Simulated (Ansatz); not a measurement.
# SiC (P6_3mc): from the cell to its phonons, part 2 of 3

Aim: the vibrations of SiC (P6_3mc), their spectra, and whether the structure is stable.

Ansatz 0.2.0; DFT PBE+D3(BJ), scalar-relativistic, plane waves, PAW.

So far: Starting point; Bringing the structure to rest.

## (2) Bringing the structure to rest (continued)

ELF in the ac plane at fractional y = 0.000, with atoms of Si and C within 0.2 Å of it. It is the smooth field of the valence electrons, not physical close to the nuclei.

Ten even steps from '_' (0.06) to '@' (0.92), each cell a mean:
```
::--##%%@@%%##==--==##%%@@%%##--
****########++--::--++########**
------------::::::::::----------
________..::--======--::..______
......::--==++++++++++==--::....
..::--**######******######**==::
....::**%%%%%%######%%%%%%**::..
--::..--++##****++****##++--..::
++++====----::......::----====++
@@@@@@%%++--..______..--++%%@@@@
####%%%%##++--..__..--++##%%%%##
__..++##%%##**--::--**##%%##++..
::--**%%@@%%##==--==##%%@@%%**--
****########++--::--++########**
------------::::::::::----------
________..::--======--::..______
......::--==++++++++++==--::....
..::==**######******######**==::
....::**%%%%%%######%%%%%%**::..
--::..--++******++******++--..::
++++====----::......::----====++
@@@@@@##++--..______..--++##@@@@
##%%%%%%##++--..__..--++##%%%%%%
__..++##%%##**--::--**##%%##++..
```
Columns run along a (3.1 Å), rows up along c (10.1 Å). Atoms in or near the plane, at fractional coordinates: Si at (0.00, 0.69), Si at (0.00, 0.19), C at (0.00, 0.50), C at (0.00, 0.00).

In this step the volume went from 10.31 to 10.28 Å³/atom.

## (3) Tight relaxation

Phonons need a cell at rest on their own settings, so the relaxation is repeated with tight tolerances on forces and stress, using the mesh and the filling of the phonon run that follows.

File input.yaml:

```yaml
crystal:
  lattice:
    - [3.0722306442, 0.0, 0.0]
    - [-1.5361153221, 2.6606297842, 0.0]
    - [0.0, 0.0, 10.0575026184]
  atoms:
    - { symbol: Si, position: [0.6666666667, 0.3333333333, 0.937827701] }
    - { symbol: Si, position: [0.3333333333, 0.6666666667, 0.437827701] }
    - { symbol: Si, position: [0.0, 0.0, 0.6879071867] }
    - { symbol: Si, position: [0.0, 0.0, 0.1879071867] }
    - { symbol: C, position: [0.6666666667, 0.3333333333, 0.7498157326] }
    - { symbol: C, position: [0.3333333333, 0.6666666667, 0.2498157326] }
    - { symbol: C, position: [0.0, 0.0, 0.5004483797] }
    - { symbol: C, position: [0.0, 0.0, 0.0004483797] }
kpoints:
  mp_grid: { grid: [9, 9, 4] }
hamiltonian:
  xc: pbe
  dispersion: d3bj
scf:
  occupations: { method: fixed }
output:
  forces: true
  stress: true
  eigenvalues: true
  write_density: true
  write_potential: true
  elf: true
  volumetric_format: npy
relax:
  adjacent_minimum: "off"
  f_tol: 0.001
  max_steps: 60
  cell: { stress_tol: 0.01 }
```

The run is started by

```console
> ansatz run input.yaml --threads 4 --pin off --max-ram 7168MiB --backend cpu --events-out ev --progress --plain --runs-dir out
```

Numbers of over 12 decimals in the logs are rounded to 6 here.

The program printed:

```text
[...]
Crystal: 8 atoms, lattice volume = 82.211 Å³
Basis set: ecut = 420 eV, 1605 PW (Γ), exchange–correlation on 48×48×144 points (8 copies of the dense FFT grid, shifted against one another)
Bands: 24, of which v1, the nominal top of the filled ones, is band 16 counted from 1 (15 counted from 0)
Symmetry: 12 space group operations
[...]
k-points: 36 of 324 (time reversal used)
[...]
- [-1.536151, 2.660692, 0]
    - [0, 0, 10.057005]
  atoms:
    - { symbol: Si, position: [0.666667, 0.333333, 0.937831] }
    - { symbol: Si, position: [0.333333, 0.666667, 0.437831] }
    - { symbol: Si, position: [0, 0, 0.687911] }
    - { symbol: Si, position: [0, 0, 0.187911] }
    - { symbol: C, position: [0.666667, 0.333333, 0.749813] }
    - { symbol: C, position: [0.333333, 0.666667, 0.249813] }
    - { symbol: C, position: [0, 0, 0.500444] }
    - { symbol: C, position: [0, 0, 0.000444478] }
[key lines of the parts left out:]
SCF converged after 7 iterations
Free energy (F): -3551.043668 eV
Fermi energy:    9.632442 eV
P = ⅓ Tr σ = -0.0002 GPa (-0.002 kbar)
```

Elapsed: 20 s, on 4 threads of Arm Neoverse N1, shared host; peak memory 0.38 GiB; 45 s of CPU time.

Little changed from the start: no atom moved by 0.005 Å and no cell edge by 0.1 %.

Numbers from this step:

| Item | Value |
| --- | --- |
| pressure | -1.98e-4 GPa |

Valence density in the ac plane at fractional y = 0.000, with atoms of Si and C within 0.2 Å of it. It is the smooth field of the valence electrons, not physical close to the nuclei.

Ten even steps from '0' (0.1 e/Å³) to '9' (1.8 e/Å³), each cell a mean:
```
9886422111224688
4332211111112233
0000000000000000
0000000000000000
0000011111110000
0111122222221111
0012222222222210
0001111111111100
1111100000001111
4432100000001234
8764210000012467
9986421101124689
8876422111224678
4432211111112234
0000000000000000
0000000000000000
0000011111110000
0111122222221111
0012222222222210
0001111111111100
1111100000001111
4432100000001234
8763210000012367
9986421101124689
```
Columns run along a (3.1 Å), rows up along c (10.1 Å). Atoms in or near the plane, at fractional coordinates: Si at (0.00, 0.69), Si at (0.00, 0.19), C at (0.00, 0.50), C at (0.00, 0.00).

ELF in the ac plane at fractional y = 0.000, with atoms of Si and C within 0.2 Å of it. It is the smooth field of the valence electrons, not physical close to the nuclei.

Ten even steps from '0' (0.06) to '9' (0.92), each cell a mean:
```
2378987434789873
6677775323577776
3333332222233333
0000123444321000
1112345555543211
1236777666777642
1126888777888621
3213576656675312
5544332111233445
9998531000135899
7788753101357887
0157876323678751
2368987434789863
6677775323577776
3333332222233333
0000123444321000
1112345555543211
1246777666777642
1126888777888621
3213566656665312
5544332111233445
9997531000135799
7888753101357888
0157876323678751
```
Columns run along a (3.1 Å), rows up along c (10.1 Å). Atoms in or near the plane, at fractional coordinates: Si at (0.00, 0.69), Si at (0.00, 0.19), C at (0.00, 0.50), C at (0.00, 0.00).

Electrostatic potential energy in the ac plane at fractional y = 0.000, with atoms of Si and C within 0.2 Å of it. With pseudopotentials it is smooth inside the atoms' cores, unlike the true potential.

Ten even steps from '_' (-56 eV) to '@' (12 eV), each cell a mean:
```
....==##%%@@%%%%%%%%%%@@%%##==..
%%%%%%@@@@@@%%%%##%%%%@@@@@@%%%%
@@@@@@@@@@@@@@%%%%%%@@@@@@@@@@@@
@@@@@@@@@@@@@@@@@@@@@@@@@@@@@@@@
@@@@@@@@@@@@@@@@@@@@@@@@@@@@@@@@
++****%%%%@@@@@@@@@@@@@@@@%%****
__..::==##%%@@@@@@@@@@%%##==::..
____..--**%%@@@@@@@@@@%%**--..__
----==**%%@@@@@@@@@@@@@@%%**==--
##%%%%@@@@@@@@@@@@@@@@@@@@@@%%%%
==++##%%@@@@@@@@@@@@@@@@@@%%##++
____::**%%@@@@@@@@@@@@@@%%**::__
..::==##%%@@%%%%%%%%%%@@%%##==::
##%%%%@@@@@@%%%%##%%%%@@@@@@%%%%
@@@@@@@@@@@@@@%%%%%%@@@@@@@@@@@@
@@@@@@@@@@@@@@@@@@@@@@@@@@@@@@@@
@@@@@@@@@@@@@@@@@@@@@@@@@@@@@@@@
++****%%%%@@@@@@@@@@@@@@%%%%****
__..::==##%%@@@@@@@@@@%%##==::..
____..--**%%@@@@@@@@@@%%**--..__
----==**%%@@@@@@@@@@@@@@%%**==--
####%%@@@@@@@@@@@@@@@@@@@@@@%%##
==++##%%@@@@@@@@@@@@@@@@@@%%##++
____::**%%@@@@@@@@@@@@@@%%**::__
```
Columns run along a (3.1 Å; values clipped at the 3rd and 97th percentile), rows up along c (10.1 Å). Atoms in or near the plane, at fractional coordinates: Si at (0.00, 0.69), Si at (0.00, 0.19), C at (0.00, 0.50), C at (0.00, 0.00).

The largest force component left is 0.54 meV/Å and the pressure is 0.000 GPa, within the tolerances set. The cell now holds 10.28 Å³/atom.

(Continued in part 3 of 3.)

[Logs are printed without paths, hosts, clocks, repeated set-up lines and the standing remarks that a program may print on its own settings, such as how far it seeks lower states.]

[Hosts, paths, dates, database ids (printed as entryN), source tags and the programs' standing remarks are cut or masked in the printed files.]
